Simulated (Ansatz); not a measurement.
**MgO (Fm-3m):Mg_i (8-fold void), thermodynamic levels from a 54-atom cell**

Wanted: the transition levels of a self-interstitial in MgO (Fm-3m), from a cell of 54 host atoms with 1 Mg put in.

Calculated with Ansatz 0.2.0; place-levels on r2SCAN runs: charge-transition levels and formation energies with image-charge correction and potential alignment at the atomic sites; PAW set soft_1.

Experimental background.

“Electronic structure of alkaline earth and post-transition metal oxides” (2009, arxiv:0908.1581) quotes from earlier work for MgO, rocksalt (bulk crystal): band gap (literature experimental gap) 7.83 eV [Literature value based on experiment; other listed experimental values range from 7.7 to …].

Most raw output is cut from this account.

## 1. The structure

The cell holds 55 atoms: 28 Mg and 27 O. Cell: a = 8.925 Å, b = 8.925 Å, c = 8.925 Å, α = 60.0°, β = 60.0°, γ = 60.0°. It derives from MgO (space group Fm-3m). Nearest the centre at fractional (0.250, 0.250, 0.917): Mg55 at 0.00 Å, Mg25 at 1.82 Å, O2 at 1.82 Å, Mg19 at 1.82 Å, O24 at 1.82 Å, O12 at 1.82 Å, Mg7 at 1.82 Å, Mg29 at 1.82 Å.

Coordinates:

```xyz
55
Lattice="0.0000 6.3112 6.3112 6.3112 0.0000 6.3112 6.3112 6.3112 0.0000" Properties=species:S:1:pos:R:3 pbc="T T T"
Mg    0.0000    0.0000    0.0000
O     2.1037    2.1037    2.1037
Mg    2.1037    2.1037    0.0000
O     4.2075    4.2075    2.1037
Mg    4.2075    4.2075    0.0000
O     6.3112    6.3112    2.1037
Mg    2.1037    0.0000    2.1037
O     4.2075    2.1037    4.2075
Mg    4.2075    2.1037    2.1037
O     6.3112    4.2075    4.2075
Mg    6.3112    4.2075    2.1037
O     8.4150    6.3112    4.2075
Mg    4.2075    0.0000    4.2075
O     6.3112    2.1037    6.3112
Mg    6.3112    2.1037    4.2075
O     8.4150    4.2075    6.3112
Mg    8.4150    4.2075    4.2075
O    10.5187    6.3112    6.3112
Mg    0.0000    2.1037    2.1037
O     2.1037    4.2075    4.2075
Mg    2.1037    4.2075    2.1037
O     4.2075    6.3112    4.2075
Mg    4.2075    6.3112    2.1037
O     6.3112    8.4150    4.2075
Mg    2.1037    2.1037    4.2075
O     4.2075    4.2075    6.3112
Mg    4.2075    4.2075    4.2075
O     6.3112    6.3112    6.3112
Mg    6.3112    6.3112    4.2075
O     8.4150    8.4150    6.3112
Mg    4.2075    2.1037    6.3112
O     6.3112    4.2075    8.4150
Mg    6.3112    4.2075    6.3112
O     8.4150    6.3112    8.4150
Mg    8.4150    6.3112    6.3112
O    10.5187    8.4150    8.4150
Mg    0.0000    4.2075    4.2075
O     2.1037    6.3112    6.3112
Mg    2.1037    6.3112    4.2075
O     4.2075    8.4150    6.3112
Mg    4.2075    8.4150    4.2075
O     6.3112   10.5187    6.3112
Mg    2.1037    4.2075    6.3112
O     4.2075    6.3112    8.4150
Mg    4.2075    6.3112    6.3112
O     6.3112    8.4150    8.4150
Mg    6.3112    8.4150    6.3112
O     8.4150   10.5187    8.4150
Mg    4.2075    4.2075    8.4150
O     6.3112    6.3112   10.5187
Mg    6.3112    6.3112    8.4150
O     8.4150    8.4150   10.5187
Mg    8.4150    8.4150    8.4150
O    10.5187   10.5187   10.5187
Mg    7.3631    7.3631    3.1556
```

Known beforehand: the electronic dielectric constant, 3.24, and the static one, 10.37, from a response run on this crystal (DFPT, PBEsol) at that run's own cell.

The cell's shortest repeat is 8.9 Å.

## 2. The runs of each charge state

A transition level is the Fermi level at which two charge states cost the same, so each charge needs its own total energy, at its own relaxed structure.

Each atom starts 0.05 Å or so off its site in a random direction: a symmetric start keeps its symmetry, and would miss off-centre moves and Jahn–Teller distortions. Forces are taken at one point at (¼, ¼, ¼). The cell holds 1 electron more than the neutral one, with a uniform background that keeps it neutral on the whole. The electron count is odd, so at least one spin is unpaired; this run locks the moment at 1 μB.

The sampling was tested on the host first: at the k-points planned (1x1x1 shifted 0.25 0.25 0.25) its energy lies 0.020 eV an atom from the dense-mesh value, under the bound of 0.02 eV set for this test; that bounds the host's error, not the defect's.

One of the inputs; charge, spin and start change from state to state.

Contents of qm1_M1.relax/input.yaml:

```yaml
crystal:
  lattice:
    - [0.0, 2.10374764, 2.10374764]
    - [2.10374764, 0.0, 2.10374764]
    - [2.10374764, 2.10374764, 0.0]
  atoms:
    - { symbol: Mg, position: [0.0, 0.0, 0.0] }
    - { symbol: O, position: [0.5, 0.5, 0.5] }
  supercell: [3, 3, 3]
  defects: [{ interstitial: { symbol: Mg, position: [0.25, 0.25, 0.916667] } }]
total_charge: -1
basis:
  ecutwfc: 500
  xc_grid: 2
hamiltonian:
  xc: r2scan
  pseudopotentials: { kind: paw, azcp: { folder: soft_1 } }
kpoints:
  mp_grid: { grid: [1, 1, 1], shift: [0.25, 0.25, 0.25] }
magnetization:
  spin_polarized: true
  initial_magnetization: 1
  spin_locking: { lock_magnetization: hard }
scf:
  occupations: { method: fixed }
  max_iter: 80
output:
  forces: true
  charged_corrections: { epsilon: 3.24, static_epsilon: 10.37 }
relax:
  f_tol: 0.02
  max_steps: 80
  random_displacement: { amplitude: 0.05, seed: 1103 }
checkpoint:
  write: "../qm1_M1.relax.run"
  compress: false
  write_wavefunctions: true
  write_every: 100000
```

Launch:

```sh
$ ansatz run input.yaml --threads 4 --pin off --max-ram 7536MiB --backend cpu --events-out ev --progress --plain --runs-dir out
```

The relaxed structure is kept and the sampling changed to a 2×2×2 shifted mesh.

The run of this state that the levels use, under r2SCAN:

Contents of qm1_M1.point/input.yaml:

```yaml
crystal:
  checkpoint: "../qm1_M1.relax.run"
  host: checkpoint
total_charge: -1
basis:
  ecutwfc: 500
  xc_grid: 2
hamiltonian:
  xc: r2scan
  pseudopotentials: { kind: paw, azcp: { folder: soft_1 } }
kpoints:
  mp_grid: { grid: [2, 2, 2], shift: [0.5, 0.5, 0.5] }
magnetization:
  spin_polarized: true
  initial_magnetization: 1
  spin_locking: { lock_magnetization: hard }
scf:
  occupations: { method: fermi_dirac, width: 0.01 }
  max_iter: 80
output:
  forces: true
  eigenvalues: true
  charged_corrections:
    epsilon: 3.24
    static_epsilon: 10.37
    defect_position: [0.25, 0.25, 0.916667]
  eigenstates: { localisation: true }
  populations: true
  efg: {}
checkpoint:
  read: "../qm1_M1.relax.run"
  write: "../qm1_M1.point.run"
  compress: false
  write_wavefunctions: false
  write_every: 100000
```

Relaxations under r2SCAN at one point at (¼, ¼, ¼); times on 4 threads of Intel Xeon Platinum 8259CL at 2.50GHz (Skylake/Cascade Lake), shared host:

```csv
charge,moment (μB),occupations,outcome,steps,largest displacement against the far atoms (Å),time
−1,1,fixed,converged,10,1.08,5.8 min
0,0,fixed,converged,6,0.42,85 s
+1,1,fixed,converged,6,0.42,3 min
+2,0,fixed,converged,7,0.41,92 s
```

Single points under r2SCAN at a 2×2×2 shifted mesh; times on 4 threads of Intel Xeon Platinum 8259CL at 2.50GHz (Skylake/Cascade Lake), shared host:

```csv
charge,moment (μB),occupations,outcome,time
−1,1,fermi-dirac,converged,3.1 min
0,0,fermi-dirac,converged,65 s
+1,1,fermi-dirac,converged,2.6 min
+2,0,fermi-dirac,converged,68 s
```

Distances (Å) from Mg55 to the nearest atoms after relaxation with r2SCAN:

```csv
charge,moment (μB),1.,2.,3.,4.,5.,6.
−1,1,O 1.87,O 1.87,O 1.88,Mg 2.21,Mg 2.36,Mg 2.36
0,0,O 1.86,O 1.86,O 1.86,O 1.86,Mg 2.24,Mg 2.24
+1,1,O 1.84,O 1.84,O 1.84,O 1.85,Mg 2.23,Mg 2.23
+2,0,O 1.83,O 1.83,O 1.83,O 1.84,Mg 2.22,Mg 2.23
```

## 3. Placing the levels, r2SCAN

A charged cell interacts with its images and the background, and its potential has another zero than the host's. place-levels removes the first by a point-charge model, screened by the static dielectric constant since the ions have relaxed around the charge, and the second by comparing potentials at atoms far from the defect.

The host is a run of the defect-free crystal in the same cutoffs, grids and k-points, so that basis and sampling errors cancel in part in the differences. The host is run in a cell of 2 atoms on a matching mesh. Its band edges are searched through the zone by a band path, so the gap is smaller than, or equal to, that on the mesh. Chemical potentials are energies per atom of Mg (hcp), run with the same functional and cutoff.

Contents of levels.point.yaml:

```yaml
host:
  run: host.point.run
states: [qm1_M1.point.run, q0.point.run, qp1_M1.point.run, qp2.point.run]
geometry_from:
  qm1_M1.point.run: qm1_M1.relax.run
  q0.point.run: q0.relax.run
  qp1_M1.point.run: qp1_M1.relax.run
  qp2.point.run: qp2.relax.run
chemical_potentials:
  Mg:
    energy: -1926.407918
    dataset: "<sha256 of the dataset>"
epsilon: 3.24
static_epsilon: 10.37
vertical:
  - { from: qm1_M1.point.run, to: qm1_M1.point_neutral.run }
  - { from: qp1_M1.point.run, to: qp1_M1.point_neutral.run }
  - { from: qp2.point.run, to: qp2.point_neutral.run }
```

Launch:

```sh
$ ansatz place-levels levels.point.yaml -- --threads 4 --pin off --max-ram 7536MiB
```

The job ended after 0.94 s (4 threads of Intel Xeon Platinum 8259CL at 2.50GHz (Skylake/Cascade Lake), shared host).

Levels between the charges placed, in eV above the valence top:

```csv
,gap (eV),(+2/+1),(+1/0),(0/−1)
r2SCAN,5.68,5.69,5.68,5.68
```

Corrections by state:

```csv
charge,moment (μB),image terms and alignment (eV),band filling (eV),ε used,"over the lowest of its charge, as the program ranks them, band filling apart (eV)"
+2,0.0,1.749,-,10.37,0.000
+1,1.0,0.649,-,10.37,0.000
0,0.0,0.000,-0.494,-,0.000
−1,1.0,-0.129,-1.156,10.37,0.000
```

The charged structures listed were also run neutral, and place-levels reads from each pair, by the potential or the spins, how wide the charge is by which they differ; that can be the carrier of either run.

```csv
charge,rms radius (Å),spread where it is widest against the cell (Å),wide from (Å),reading
+2,3.6,2.06,1.26,wide
+1,3.8,2.17,1.26,wide
−1,5.4,3.29,1.26,wide
```

The neutral runs of these pairs need not share the spin of the lowest neutral state, and very wide values only mean spread over the cell.

From the program's caveats on the states, each cut to its opening words:

- charge +2: it parts from the run at its places by a charge that spreads by about 2.1 Å along one vector (1.3 Å or more is wide), by its potential at epsilon 3.24, taken [...]
- charge +2: its alignment with the host at atomic sites is doubtful: the mean over the far sites moves by -0.1118 eV from their farther parts to their nearer, more than [...]
- charge +2, +1 (1 μB), 0: its displacements don't fall off away from the defect: farther atoms stand 0.016 Å off the host's places
- charge +1 (1 μB): it parts from the run at its places by a charge that spreads by about 2.2 Å along one vector (1.3 Å or more is wide), by its potential at epsilon 3.24, taken [...]
- charge +1 (1 μB): its alignment with the host at atomic sites is doubtful: the mean over the far sites moves by -0.1010 eV from their farther parts to their nearer, more than [...]
- charge +1 (1 μB): the host's ions (past the first shell or, of a walk that freed a part, those that it held) aren't shown at rest: they stand up to 0.041 Å off their sites, 1.39 [...]
- charge +1 (1 μB): its moments are held at its close (magnetization.spin_locking), by a field of 0.346 eV a Bohr magneton, and its energy and levels are of the state that this [...]
- charge +1 (1 μB), −1 (1 μB): flagged: stability check not made
- charge 0: a band-filling correction moves a carrier to the host's band edge, which changes its energy by -0.494 eV
- charge 0: its alignment with the host at atomic sites is doubtful: the mean over the far sites moves by -0.1125 eV from their farther parts to their nearer, more than [...]
- charge −1 (1 μB): how wide its charge is, is not read beside other atoms or cores, and a band state would take no correction
- charge −1 (1 μB): a band-filling correction moves a carrier to the host's band edge, which changes its energy by -1.156 eV
- charge −1 (1 μB): its alignment with the host at atomic sites is doubtful: a part of the defect, Mg at [0.3816, 0.3820, 0.5203], stands 2.89 Å off the defect's place or the [...]
- charge −1 (1 μB): its alignment with the host at atomic sites is doubtful: the mean over the far sites moves by -0.2166 eV from their farther parts to their nearer, more than [...]

Formation energies (eV), elemental references (Δμ(Mg) = 0.00 eV):

```csv
charge,Fermi level at the valence top,at the conduction bottom
+2,1.35,12.70
+1,7.03,12.71
0,12.71,12.71
−1,18.39,12.71
```

## 4. Effect of the sampling

The relaxations' own energies give the levels at their sampling, for comparison.

Contents of levels.relax_mesh.yaml:

```yaml
host:
  run: host.relax.run
states: [qm1_M1.relax.run, q0.relax.run, qp1_M1.relax.run, qp2.relax.run]
chemical_potentials:
  Mg:
    energy: -1926.407918
    dataset: "<sha256 of the dataset>"
```

Launch:

```sh
$ ansatz place-levels levels.relax_mesh.yaml -- --threads 4 --pin off --max-ram 7536MiB
```

The job ended after 0.29 s (4 threads).

Levels between neighbouring charges, in eV above the valence top:

```csv
,gap (eV),(+2/+1),(+1/0),(0/−1)
"one point at (¼, ¼, ¼)",5.66,5.09,5.49,5.66
a 2×2×2 shifted mesh,5.68,5.69,5.68,5.68
```

Going from one point at (¼, ¼, ¼) to a 2×2×2 shifted mesh moves the levels that carry no band-filling term by up to 0.60 eV and formation energies against the elements by up to 0.77 eV; band-filling terms, which differ between samplings, are in these energies.

## 5. Another choice

In this try the input is made faulty on purpose, to show what that does.

Another version of the file is tried.

levels.try0.yaml is levels.point.yaml with these lines changed:

```diff
-  Mg:
-    energy: -1926.407918
-    dataset: "<sha256 of the dataset>"
+  Mg: -1926.407918
```

Launch:

```sh
$ ansatz place-levels levels.try0.yaml -- --threads 4 --pin off --max-ram 7536MiB
```

The change: chemical potentials as bare numbers.

The command refused this file.

## 6. What came out

```
gap of the host                                                             : 5.68 eV (r2SCAN)
level (plus 2/plus 1)                                                       : 5.69 eV above the valence top, past the conduction bottom, not a change between lowest states
level (plus 1/0)                                                            : 5.68 eV above the valence top, at the conduction bottom, not a change between lowest states (6.17 eV above the valence top without the band-filling term)
level (0/minus 1)                                                           : 5.68 eV above the valence top, at the conduction bottom, not a change between lowest states (6.34 eV above the valence top without the band-filling term)
lowest of the charges placed, just above the valence top (0.02 eV)          : +2
lowest of the charges placed, just below the conduction bottom (0.02 eV)    : +2
lowest formation energy at mid-gap of the charges run, elemental references : 7.02 eV
standing of these levels                                                    : doubtful, see below
```

Of the charges placed (−1, 0, +1 and +2), +2 is the lowest from 0.02 eV above the valence top to 0.02 eV below the conduction bottom, a gap of 5.68 eV. A neutral run at a charged structure lies 0.39 eV below the neutral state placed. Unless it holds a band carrier, charge 0 isn't at its lowest here, and with that energy the steps would read (+1/0) 5.29 eV and (0/−1) 6.06 eV, which can change which charges are lowest. (+2/+1) lies 0.01 eV from a band edge, less than the doubt on such levels. Charges above +2 were not placed, so these runs say nothing of levels that involve them. States placed: +2 at 0 μB; +1 at 1 μB; 0 at 0 μB; −1 at 1 μB. Other spin states or structures, where not listed, weren't placed. The program finds carriers beyond a band edge of the host and adds a band-filling term at charge −1 (-1.16 eV) and 0 (-0.49 eV); steps to such a charge show no bound level, and a defect level inside a band would be read the same way. Corrections reach 1.7 eV, so the cell is small for these charges and their levels are rough. Going from one point at (¼, ¼, ¼) to a 2×2×2 shifted mesh moves the levels that carry no band-filling term by up to 0.60 eV and formation energies against the elements by up to 0.77 eV; band-filling terms, which differ between samplings, are in these energies. The program doubts the alignment of potentials for at least one state, a sign that the cell is small. Limits: the images are only 8.9 Å apart; r2SCAN makes the gap too small and tends to spread out bound carriers; where a gas molecule sets a chemical potential or the host's formation energy, its binding is uncorrected; force components of up to 0.53 eV/Å remain in a run at the final settings.

Calculation against experiment:

```
                             quantity  measured           r2SCAN
band gap (least gap of the host) (eV)      7.83  5.68 (-2.15 eV)
```

Measured values from arxiv:0908.1581 (2009).

**Verdict.** The band gap is off by -2.15 eV: a clear miss. Local and semilocal functionals usually give gaps below the measured ones. Zero-point and thermal motion shift the measured gap.

[Logs are printed without paths, hosts, clocks, repeated set-up lines and the standing remarks that a program may print on its own settings, such as how far it seeks lower states.]

[Hosts, paths, dates, database ids (printed as entryN), source tags and the programs' standing remarks are cut or masked in the printed files.]

[Where a table of states has a column of steps, it counts the stored structures, which are thinned; the runs took as many ionic steps or more.]

[A defect's name tells the site on which it was built; relaxed atoms can leave that site.]

[For some hosts the program warned that the k-mesh of the response run may be too coarse for force constants and the static dielectric constant; such warnings are not shown here.]
